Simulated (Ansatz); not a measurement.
# ZrB (Fm-3m): Grüneisen parameters

Does ZrB (Fm-3m) expand much on heating, by its phonons?

Main program and level: Ansatz 0.2.0; DFT PBEsol, scalar-relativistic, plane waves, PAW; PAW set soft_1.

## Step 1: The system as given

It takes space group Fm-3m (No. 225, cubic). Conventional cell: a = 4.863 Å, b = 4.863 Å, c = 4.863 Å, α = 90.00°, β = 90.00°, γ = 90.00°. Nearest to Zr lie 6 B at 2.43 Å. Nearest to B lie 6 Zr at 2.43 Å. Farther neighbours, and contacts between anions beyond the nearest, are not listed.

As a file:

```cif
data_structure
_symmetry_space_group_name_H-M 'P 1'
_symmetry_Int_Tables_number 1
_cell_length_a 3.4384
_cell_length_b 3.4384
_cell_length_c 3.4384
_cell_angle_alpha 60.000
_cell_angle_beta 60.000
_cell_angle_gamma 60.000
_cell_volume 28.74
loop_
_atom_site_label
_atom_site_type_symbol
_atom_site_fract_x
_atom_site_fract_y
_atom_site_fract_z
_atom_site_occupancy
Zr1 Zr 0.00000 0.00000 0.00000 1
B2 B 0.50000 0.50000 0.50000 1
```

## Step 2: Response at finite wavevector

Stability and thermal properties need the whole zone. Linear response on a 4×4×4 q mesh gives force constants as far as a supercell of that size would.

Input file input.yaml:

```yaml
crystal:
  lattice:
    - [0.0, 2.431305017, 2.431305017]
    - [2.431305017, 0.0, 2.431305017]
    - [2.431305017, 2.431305017, 0.0]
  atoms:
    - { symbol: Zr, position: [0.0, 0.0, 0.0] }
    - { symbol: B, position: [0.5, 0.5, 0.5] }
kpoints:
  mp_grid: { grid: [16, 16, 16] }
hamiltonian:
  xc: pbesol
  pseudopotentials: { kind: paw, azcp: { folder: soft_1 }, xc_functional: pbe }
scf:
  occupations: { method: methfessel_paxton, width: 0.2 }
output:
  eigenvalues: true
phonons:
  method: dfpt
  qmesh: [4, 4, 4]
  temperatures: { t_max: 1000, t_step: 50 }
  qpath:
    path:
      - [[0.0, 0.0, 0.0], [0.5, 0.0, 0.5], [0.625, 0.25, 0.625]]
      - [[0.375, 0.375, 0.75], [0.0, 0.0, 0.0], [0.5, 0.5, 0.5], [0.5, 0.25, 0.75], [0.5, 0.0, 0.5]]
    npoints: 10
```

Started as:

```bash
$ ansatz run input.yaml --threads 4 --pin off --max-ram 10240MiB --backend cpu --events-out ev --progress --plain --runs-dir out
```

Output:

```text
Engine: ansatz 0.2.0, aarch64-unknown-linux-gnu
Pseudopotentials: kind: paw
Pseudopotential: Zr, paw, valence charge 12, recommended cutoff 420 eV (normal), soft_1/Zr.paw.azcp
Pseudopotential: B, paw, valence charge 3, recommended cutoff 420 eV (normal), soft_1/B.paw.azcp
Functional definition: PBEsol
  exchange = pbesol_x
  correlation = pbesol_c
Crystal: 2 atoms, lattice volume = 28.744 Å³
Basis set: ecut = 420 eV, 537 PW (Γ), exchange–correlation on 48×48×48 points (8 copies of the dense FFT grid, shifted against one another)
Bands: 12, of which v1, the nominal top of the filled ones, is band 8 counted from 1 (7 counted from 0)
Symmetry: 48 space group operations
k-points: 145 of 4096
Non-local potential: Zr, projectors of the file, l = 0: 3, l = 1: 2, l = 2: 2, l = 3: 1
Non-local potential: B, projectors of the file, l = 0: 2, l = 1: 2, l = 2: 1
PAW form: soft (Blöchl's): semilocal exchange-correlation on the pseudo side does not see the compensation charge
PAW frozen core: Zr, regenerated for the run's functional, and the local potential with it (the file was generated under x = pbe(κ = 0.804, μ = 0.219515), c = pbe(β = 0.066725))
PAW frozen core: B, regenerated for the run's functional, and the local potential with it (the file was generated under x = pbe(κ = 0.804, μ = 0.219515), c = pbe(β = 0.066725))
PAW one-centre angular grid: Zr, 590 points (default); XC on 64 Gauss nodes
PAW one-centre angular grid: B, 110 points (default); XC on 64 Gauss nodes
Initial density: superposition of atomic densities (chi_scale 0.1, normalization cell, long waves kept (reshape's long-wave potential 0.00 eV rms))
Initial wavefunctions: pseudopotential atomic-orbital guess
Functional: x = pbesol(κ = 0.804, μ = 0.123457), c = pbesol(β = 0.046)
SCF iter   1: F=—  HF=-4282.555317 eV  |F-HF|=—  |Δ(HF+E_count)|=         —  Δρ=5.60e-2  dr2=1.52e0  ethr=3.10e-3  ⟨swp⟩=5.0  Hψ=8672  notcnv=0
preconditioner: auto → none  [metal: Δε(μ)=0.014 eV  Ē_g=17.710 eV  σ=0.200 eV  W_gap=0.06  n_scr=8 (ndim 8)  ℏωp=25.0 eV  f_vac=0.000  D(μ)=1.13/eV (n_scr^D=14)  sad-step TF]
SCF iter   2: F=—  HF=-4282.338058 eV  |F-HF|=—  |Δ(HF+E_count)|=   2.17e-1  S|Δr|=    0.00e0  Δρ=3.86e-2  dr2=7.28e-1  ethr=3.10e-3  ⟨swp⟩=1.3  Hψ=2945  notcnv=0
SCF iter   3: F=—  HF=-4282.130154 eV  |F-HF|=—  |Δ(HF+E_count)|=   2.08e-1  S|Δr|=    0.00e0  Δρ=3.45e-3  dr2=4.99e-3  ethr=3.10e-3  ⟨swp⟩=2.0  Hψ=2846  notcnv=0
SCF iter   4: F=—  HF=-4282.130321 eV  |F-HF|=—  |Δ(HF+E_count)|=   1.66e-4  S|Δr|=    0.00e0  Δρ=6.94e-4  dr2=1.30e-4  ethr=3.33e-5  ⟨swp⟩=2.1  Hψ=3348  notcnv=0  defer=9
SCF iter   5: F=—  HF=-4282.130279 eV  |F-HF|=—  |Δ(HF+E_count)|=   4.13e-5  S|Δr|=    0.00e0  Δρ=9.92e-5  dr2=2.05e-6  ethr=8.66e-7  ⟨swp⟩=2.0  Hψ=2773  notcnv=0  defer=9
SCF iter   6: F=—  HF=-4282.130279 eV  |F-HF|=—  |Δ(HF+E_count)|=   2.68e-7  S|Δr|=    0.00e0  Δρ=1.94e-5  dr2=5.14e-8  ethr=1.37e-8  ⟨swp⟩=2.6  Hψ=2855  notcnv=0  defer=26
SCF iter   7: F=—  HF=-4282.130279 eV  |F-HF|=—  |Δ(HF+E_count)|=   1.14e-8  S|Δr|=    0.00e0  Δρ=2.48e-6  dr2=1.49e-9  ethr=3.43e-10  ⟨swp⟩=2.4  Hψ=2676  notcnv=0  defer=26
SCF iter   8: F=—  HF=-4282.130279 eV  |F-HF|=—  |Δ(HF+E_count)|=  5.68e-10  S|Δr|=    0.00e0  Δρ=1.91e-7  dr2=1.08e-11  ethr=9.92e-12  ⟨swp⟩=2.0  Hψ=2779  notcnv=0  defer=26
SCF iter   9: F=-4282.130279 eV  HF=-4282.130279 eV  |F-HF|=1.82e-12  |Δ(HF+E_count)|=  5.46e-12  S|Δr|=    0.00e0  Δρ=2.27e-8  dr2=1.72e-13  ethr=1.00e-12  ⟨swp⟩=5.6  Hψ=6227  notcnv=0
SCF 1 converged in 9 iterations: F = -4282.130279 eV  dr2 = 1.72e-13
  greatest PAW one-centre occupation: 0.996 electrons in one spin orbital (limit 2), on the Zr atom at site 0 (counted from 0), in its partial waves of l = 0
phonons: the bands overlap, so this run is a metal and interpolates without the dipole-dipole term. If the crystal is really an insulator or semiconductor, its LO-TO splitting is missing
NSCF: frozen V_eff on 145 k-points
NSCF: frozen V_eff on 349 k-points
DFPT response loops at q = (0, 0, 0) (fractional): preconditioner auto → Kerker (q_TF=auto, 2.448 Å⁻¹) (partly filled bands, converged f_vac=0.000); β = 1.00, the filter's whole step (`scf.mixing.beta` (0.50) is not read by the response loops under this deck's `scf.mixing.preconditioner`; to damp them name `kerker` or `kerker_dos`, under which they read `scf.mixing.beta`, and type it under 1.00, their step now; both keys bind the ground state too); Broyden in place of MSR1
NSCF: frozen V_eff on 4352 k-points
DFPT response loops at q = (0, 0, 0.25) (fractional): mixed as the last ones told, above
NSCF: frozen V_eff on 2196 k-points
DFPT response loops at q = (0, 0, -0.5) (fractional): mixed as the last ones told, above
NSCF: frozen V_eff on 2320 k-points
DFPT response loops at q = (0, 0.25, 0.25) (fractional): mixed as the last ones told, above
NSCF: frozen V_eff on 8192 k-points
DFPT response loops at q = (0, 0.25, -0.5) (fractional): mixed as the last ones told, above
NSCF: frozen V_eff on 4352 k-points
DFPT response loops at q = (0, 0.25, -0.25) (fractional): mixed as the last ones told, above
NSCF: frozen V_eff on 1242 k-points
DFPT response loops at q = (0, -0.5, -0.5) (fractional): mixed as the last ones told, above
NSCF: frozen V_eff on 2320 k-points
DFPT response loops at q = (0.25, -0.5, -0.25) (fractional): mixed as the last ones told, above
SCF converged after 9 iterations
Stability not checked: this state was not tested for a lower state beside it, because cold or Methfessel-Paxton smearing, or corrected tetrahedra, fill the levels in a way that the test cannot read (fill_not_monotonic; see scf.lower_state_search)
Free energy (F): -4282.130279 eV
Harris-Foulkes:  -4282.130279 eV  (|F-HF|=1.82e-12)
Internal energy: -4282.131182 eV  (E = F + TS)
E sigma→0 (E₀):  -4282.130505 eV
Entropy (-TS):   0.000903 eV (0.451 meV/atom)
Fermi energy:    12.384708 eV
--- Per-component energies (eV) ---
  E_band       = -77.856126
  E_kinetic    = 362.642739
  E_local      = -601.618859  (includes V_loc(G=0)·N_el)
  E_nonlocal   = 85.084170
  E_hartree    = 197.312941
  E_xc         = -186.145641
  E_vxc        = -220.745954  (∫ρ·V_xc dr)
  E_paw        = -2984.762007  (= ΣΔE_a)
  E_vpaw       = -97.844096  (= ΣTr[D̂ρ^β])
  E_aug_tail   = -0.000019  (compensation charges beyond the density's cutoff)
  E_ewald      = -1154.824939
  E_core_change = 0.180432  (= ΣΔE_core)
  E_smearing   = 0.000903  (= −TS)
  E_closure    = 0.000000  (closes the sum)
  Σ components = -4282.130279   (vs F -4282.130279, Δ=0.00e0)
--- Band table (eV; the first three rows and the last of 145) ---
  k-point 0: bands = [... 4 lower, 4.3088, 14.1325, 14.1325, 14.1325, 15.6124, 15.6124, 15.9087, 15.9087]
  k-point 1: bands = [... 4 lower, 4.3996, 13.8316, 14.0902, 14.0902, 14.9101, 14.9101, 16.0475, 16.8332]
  k-point 2: bands = [... 4 lower, 4.6651, 13.1558, 13.6211, 13.6211, 14.7497, 14.7497, 16.2898, 17.9940]
  k-point 144: bands = [... 4 lower, 7.0601, 11.3211, 11.3211, 11.4877, 16.9463, 16.9463, 18.3005, 19.4241]
--- Phonons (Γ-DFPT): 2 representative perturbations + reference (Σ response iterations 6) ---
  ASR residual: 2.438e-5 → 0.000e0 eV/Å²; symmetrization residual: 4.786e-7 eV/Å²
  ASR residual per site (eV/Å²): 2.44e-5 3.34e-6
  Γ frequencies (cm⁻¹): 0.00 0.00 0.00 442.85 442.85 442.85
--- Phonons (arbitrary-q DFPT): 8 irreducible q on the 4×4×4 mesh ---
  q = [0.0000, 0.0000, 0.0000] (star 1, of the zone-centre solve; hermiticity 1.37e-7, symmetrization 7.19e-14): -0.00 0.00 0.00 442.85 442.85 442.85
  q = [0.0000, 0.0000, 0.2500] (star 8, 2 solved perturbations on 2176 of 4096 k-point pairs; hermiticity 7.73e-8, symmetrization 5.31e-14): 131.14 131.14 172.94 451.18 451.18 476.31
  q = [0.0000, 0.0000, -0.5000] (star 4, 2 solved perturbations on 1098 of 4096 k-point pairs; hermiticity 1.51e-8, symmetrization 7.55e-9): 198.78 199.75 199.75 424.34 424.34 466.70
  q = [0.0000, 0.2500, 0.2500] (star 6, 4 solved perturbations in 3616 linear systems a pass and spin channel, the states on 1160 of 4096 k-point pairs; hermiticity 1.22e-7, symmetrization 1.94e-14): 98.83 98.83 200.33 454.31 469.51 469.51
  q = [0.0000, 0.2500, -0.5000] (star 24, 4 solved perturbations in 12544 linear systems a pass and spin channel, the states on 4096 of 4096 k-point pairs; hermiticity 7.74e-8, symmetrization 3.58e-8): 171.42 183.15 210.40 444.15 454.78 505.90
  q = [0.0000, 0.2500, -0.2500] (star 12, 4 solved perturbations in 6672 linear systems a pass and spin channel, the states on 2176 of 4096 k-point pairs; hermiticity 1.06e-7, symmetrization 2.93e-14): 148.86 196.32 198.32 410.28 457.02 481.87
  q = [0.0000, -0.5000, -0.5000] (star 3, 4 solved perturbations in 1940 linear systems a pass and spin channel, the states on 621 of 4096 k-point pairs; hermiticity 1.07e-7, symmetrization 1.30e-8): 156.47 156.47 217.66 442.50 442.50 536.83
  q = [0.2500, -0.5000, -0.2500] (star 6, 4 solved perturbations in 3498 linear systems a pass and spin channel, the states on 1160 of 4096 k-point pairs; hermiticity 7.51e-8, symmetrization 8.06e-9): 188.42 188.42 196.58 413.43 487.63 487.63
  sum rule: each row above includes the acoustic sum rule's correction from the zone centre's row sums; it moved no ω² by more than (0.29 cm⁻¹)²
  mesh force constants: q→R imaginary residual 3.19e-18; ASR residual 2.438e-5 → 0.000e0 eV/Å²; symmetrization residual 1.421e-14 eV/Å²
  interpolated dispersion: 62 rows × 6 modes
  density of states and harmonic sums: on the 24×24×24 q-mesh, interpolated from the force constants of a 4×4×4 supercell (no non-analytic term)
  largest difference from the sums on the solved wave vectors: F 1.13e-2 eV, S 1.53e-5 and C_V 4.02e-6 eV/K
  zero-point energy: 0.118150 eV/cell   skipped modes (ω ≤ 0): 3   left out of the sums: 3.62e-5 of the cell's modes: C_V's classical limit lies that fraction below 3 k_B per atom; for a crystal, a wire or a layer, F and S can be off by more, and a phonons.interpolated_qmesh denser along its periods is the remedy for the sampling
```

The job ended after 3.1 min (4 threads of Arm Neoverse V2, shared host; peak memory 3.1 GiB).

Read from the output:

```
volume per atom                                            : 14.37 Å³
gap on the k-mesh                                          : 0 eV
sum-rule residual before enforcement                       : 2.44e-5 eV/Å²
lowest frequency on the path                               : 0 cm⁻¹
point group                                                : m-3m
highest frequency on path, mesh or solved points           : 536.8 cm⁻¹
mean frequency                                             : 317.7 cm⁻¹
Debye temperature (second moment)                          : 650 K
logarithmic mean frequency                                 : 279.4 cm⁻¹
highest optical mode at the zone centre (no LO-TO term)    : 442.9 cm⁻¹
lowest optical zone-centre mode                            : 442.9 cm⁻¹
lowest mode on the q mesh (acoustic modes at Γ apart)      : 98.83 cm⁻¹
zero-point energy per atom                                 : 59.08 meV
heat capacity at 300 K                                     : 20.17 J/(mol atoms K)
vibrational entropy at 300 K                               : 20.28 J/(mol atoms K)
edges of the widest gap between branches, on path and mesh : 217.7, 409.8 cm⁻¹
```

Frequencies (cm⁻¹) solved at each irreducible wavevector; negative means imaginary. Frequencies by wavevector, by row:

```tsv
q in reciprocal lattice units	star	mode 1	mode 2	mode 3	mode 4	mode 5	mode 6
0 0 0	1	0	0	0	442.9	442.9	442.9
0 0 0.25	8	131.1	131.1	172.9	451.2	451.2	476.3
0 0 -0.5	4	198.8	199.8	199.8	424.3	424.3	466.7
0 0.25 0.25	6	98.8	98.8	200.3	454.3	469.5	469.5
0 0.25 -0.5	24	171.4	183.2	210.4	444.1	454.8	505.9
0 0.25 -0.25	12	148.9	196.3	198.3	410.3	457	481.9
0 -0.5 -0.5	3	156.5	156.5	217.7	442.5	442.5	536.8
0.25 -0.5 -0.25	6	188.4	188.4	196.6	413.4	487.6	487.6
```

Symmetry leaves 8 wavevectors to solve. The lowest mode among them, the acoustic zeros apart, lies at q = (0, 0.25, 0.25) and is real, 98.8 cm⁻¹.

## Step 3: Relaxing at another volume, volume ratio 0.97

The volume is scaled by 0.97 and held; symmetry leaves nothing to relax, so this is a single point. The modes can then be followed against volume.

input.yaml, the sections that differ from step 2:

```yaml
crystal:
  lattice:
    - [0.0, 2.4067447013, 2.4067447013]
    - [2.4067447013, 0.0, 2.4067447013]
    - [2.4067447013, 2.4067447013, 0.0]
  atoms:
    - { symbol: Zr, position: [0.0, 0.0, 0.0] }
    - { symbol: B, position: [0.5, 0.5, 0.5] }
output:
  forces: true
  stress: true
  eigenvalues: true
# kpoints, hamiltonian, scf: as in step 2
# phonons: removed
```

Output:

```text
[...]
Crystal: 2 atoms, lattice volume = 27.882 Å³
Basis set: ecut = 420 eV, 537 PW (Γ), exchange–correlation on 48×48×48 points (8 copies of the dense FFT grid, shifted against one another)
Bands: 12, of which v1, the nominal top of the filled ones, is band 8 counted from 1 (7 counted from 0)
Symmetry: 48 space group operations
[...]
k-points: 145 of 4096
[...]
--- Band table (eV; the first three rows and the last of 145) ---
  k-point 0: bands = [... 4 lower, 4.6879, 14.6079, 14.6079, 14.6079, 16.1582, 16.1582, 16.4223, 16.4223]
  k-point 1: bands = [... 4 lower, 4.7823, 14.2983, 14.5652, 14.5652, 15.4168, 15.4168, 16.5702, 17.3932]
  k-point 2: bands = [... 4 lower, 5.0581, 13.6081, 14.0850, 14.0850, 15.2496, 15.2496, 16.8276, 18.5926]
  k-point 144: bands = [... 4 lower, 7.4706, 11.7755, 11.7755, 11.9142, 17.5280, 17.5280, 18.9662, 20.1468]
[key lines of the parts left out:]
SCF converged after 6 iterations
Free energy (F): -4282.115919 eV
Fermi energy:    12.827428 eV
P = ⅓ Tr σ = 5.4725 GPa (54.725 kbar)
```

Wall time 0.69 s (4 threads); peak memory 0.34 GiB; 2.2 s of CPU time.

Numbers from this step:

- pressure: 5.473 GPa
- volume per atom: 13.94 Å³

The run ends at a pressure of 5.47 GPa.

## Step 4: Phonons at the other volume, volume ratio 0.97

The phonons are repeated at this volume on the same meshes, so that differences come from the volume alone.

input.yaml, as its differences from that of step 3:

```diff
@@ -16,4 +16,11 @@
 output:
-  forces: true
-  stress: true
   eigenvalues: true
+phonons:
+  method: dfpt
+  qmesh: [4, 4, 4]
+  temperatures: { t_max: 1000, t_step: 50 }
+  qpath:
+    path:
+      - [[0.0, 0.0, 0.0], [0.5, 0.0, 0.5], [0.625, 0.25, 0.625]]
+      - [[0.375, 0.375, 0.75], [0.0, 0.0, 0.0], [0.5, 0.5, 0.5], [0.5, 0.25, 0.75], [0.5, 0.0, 0.5]]
+    npoints: 10
```

Output:

```text
[...]
Crystal: 2 atoms, lattice volume = 27.882 Å³
Basis set: ecut = 420 eV, 537 PW (Γ), exchange–correlation on 48×48×48 points (8 copies of the dense FFT grid, shifted against one another)
Bands: 12, of which v1, the nominal top of the filled ones, is band 8 counted from 1 (7 counted from 0)
Symmetry: 48 space group operations
k-points: 145 of 4096
[...]
SCF iter   1: F=—  HF=-4282.547079 eV  |F-HF|=—  |Δ(HF+E_count)|=         —  Δρ=5.76e-2  dr2=1.52e0  ethr=3.10e-3  ⟨swp⟩=5.0  Hψ=8679  notcnv=0
[...]
SCF iter   8: F=-4282.115919 eV  HF=-4282.115919 eV  |F-HF|=0.00e0  |Δ(HF+E_count)|=  1.99e-10  S|Δr|=    0.00e0  Δρ=7.36e-8  dr2=8.31e-13  ethr=1.00e-12  ⟨swp⟩=4.8  Hψ=8036  notcnv=0
SCF 1 converged in 8 iterations: F = -4282.115919 eV  dr2 = 8.31e-13
[...]
NSCF: frozen V_eff on 145 k-points
[...]
SCF converged after 8 iterations
[...]
Free energy (F): -4282.115919 eV
[...]
Internal energy: -4282.116802 eV  (E = F + TS)
E sigma→0 (E₀):  -4282.116139 eV
Entropy (-TS):   0.000883 eV (0.442 meV/atom)
Fermi energy:    12.827379 eV
[...]
--- Band table (eV; the first three rows and the last of 145) ---
  k-point 0: bands = [... 4 lower, 4.6878, 14.6078, 14.6078, 14.6078, 16.1581, 16.1581, 16.4223, 16.4223]
  k-point 1: bands = [... 4 lower, 4.7823, 14.2982, 14.5651, 14.5651, 15.4167, 15.4167, 16.5701, 17.3931]
  k-point 2: bands = [... 4 lower, 5.0581, 13.6081, 14.0850, 14.0850, 15.2495, 15.2495, 16.8276, 18.5925]
  k-point 144: bands = [... 4 lower, 7.4706, 11.7755, 11.7755, 11.9142, 17.5280, 17.5280, 18.9660, 20.1467]
[...]
ASR residual: 9.260e-5 → 0.000e0 eV/Å²; symmetrization residual: 3.853e-7 eV/Å²
  ASR residual per site (eV/Å²): 9.26e-5 5.24e-6
  Γ frequencies (cm⁻¹): 0.00 0.00 0.00 463.34 463.34 463.34
--- Phonons (arbitrary-q DFPT): 8 irreducible q on the 4×4×4 mesh ---
[...]
interpolated dispersion: 62 rows × 6 modes
[...]
```

Elapsed: 3 min, on 4 threads; peak memory 3.1 GiB; 12 min of CPU time.

This step gave:

| Quantity | Value |
| --- | --- |
| sum-rule residual before enforcement | 9.26e-5 eV/Å² |
| highest frequency on path, mesh or solved points | 559.0 cm⁻¹ |
| mean frequency | 330.1 cm⁻¹ |
| Debye temperature (second moment) | 676 K |
| logarithmic mean frequency | 289.8 cm⁻¹ |
| highest optical mode at the zone centre (no LO-TO term) | 463.3 cm⁻¹ |
| lowest optical zone-centre mode | 463.3 cm⁻¹ |
| lowest mode on the q mesh (acoustic modes at Γ apart) | 99.11 cm⁻¹ |
| zero-point energy per atom | 61.4 meV |
| heat capacity at 300 K | 19.86 J/(mol atoms K) |
| vibrational entropy at 300 K | 19.57 J/(mol atoms K) |
| edges of the widest gap between branches, on path and mesh | 223.7, 426.7 cm⁻¹ |

Frequencies (cm⁻¹) solved at each irreducible wavevector; negative means imaginary. Frequencies by wavevector, by row:

```tsv
q in reciprocal lattice units	star	mode 1	mode 2	mode 3	mode 4	mode 5	mode 6
0 0 0	1	0	0	0	463.3	463.3	463.3
0 0 0.25	8	136.9	136.9	180.7	470.9	470.9	493.6
0 0 -0.5	4	209.7	209.7	211.4	441.6	441.6	479.6
0 0.25 0.25	6	99.1	99.1	210.8	471	490.5	490.5
0 0.25 -0.5	24	175.7	188.8	217.8	464	474.1	525.2
0 0.25 -0.25	12	150.8	207.5	207.7	427.1	471.6	503.4
0 -0.5 -0.5	3	156.6	156.6	223.7	463	463	559
0.25 -0.5 -0.25	6	191.4	191.4	206.8	428.3	509.2	509.2
```

The highest optical mode at the zone centre (no LO-TO term) is 463.3 cm⁻¹, +20.5 cm⁻¹ against the base run.

## Step 5: Relaxing at another volume, volume ratio 1.03

The volume is scaled by 1.03 and held; symmetry leaves nothing to relax, so this is a single point. The modes can then be followed against volume.

input.yaml, the sections that differ from step 4:

```yaml
crystal:
  lattice:
    - [0.0, 2.4553789095, 2.4553789095]
    - [2.4553789095, 0.0, 2.4553789095]
    - [2.4553789095, 2.4553789095, 0.0]
  atoms:
    - { symbol: Zr, position: [0.0, 0.0, 0.0] }
    - { symbol: B, position: [0.5, 0.5, 0.5] }
output:
  forces: true
  stress: true
  eigenvalues: true
# kpoints, hamiltonian, scf: as in step 4
# phonons: removed
```

Output:

```text
[...]
Crystal: 2 atoms, lattice volume = 29.606 Å³
Basis set: ecut = 420 eV, 561 PW (Γ), exchange–correlation on 48×48×48 points (8 copies of the dense FFT grid, shifted against one another)
Bands: 12, of which v1, the nominal top of the filled ones, is band 8 counted from 1 (7 counted from 0)
Symmetry: 48 space group operations
[...]
k-points: 145 of 4096
[...]
--- Band table (eV; the first three rows and the last of 145) ---
  k-point 0: bands = [... 4 lower, 3.9553, 13.6806, 13.6806, 13.6806, 15.0946, 15.0946, 15.4217, 15.4217]
  k-point 1: bands = [... 4 lower, 4.0427, 13.3884, 13.6389, 13.6389, 14.4289, 14.4289, 15.5516, 16.3026]
  k-point 2: bands = [... 4 lower, 4.2989, 12.7268, 13.1808, 13.1808, 14.2747, 14.2747, 15.7789, 17.4267]
  k-point 144: bands = [... 4 lower, 6.6731, 10.8941, 10.8941, 11.0838, 16.3948, 16.3948, 17.6704, 18.7411]
[key lines of the parts left out:]
SCF converged after 6 iterations
Free energy (F): -4282.117241 eV
Fermi energy:    11.966336 eV
P = ⅓ Tr σ = -4.7282 GPa (-47.282 kbar)
```

The job ended after 0.69 s (4 threads; peak memory 0.34 GiB).

This step gave:

* pressure: -4.728 GPa
* volume per atom: 14.80 Å³

The run ends at a pressure of -4.73 GPa.

(Continued in part 2 of 2.)

[Long decimals in the printed logs are rounded to 6 places.]

[Logs are printed without paths, hosts, clocks, repeated set-up lines and the standing remarks that a program may print on its own settings, such as how far it seeks lower states.]

[Hosts, paths, dates, database ids (printed as entryN), source tags and the programs' standing remarks are cut or masked in the printed files.]

[Where the starting crystal was built by hand or by swapping elements, it need not be the compound's stable phase.]
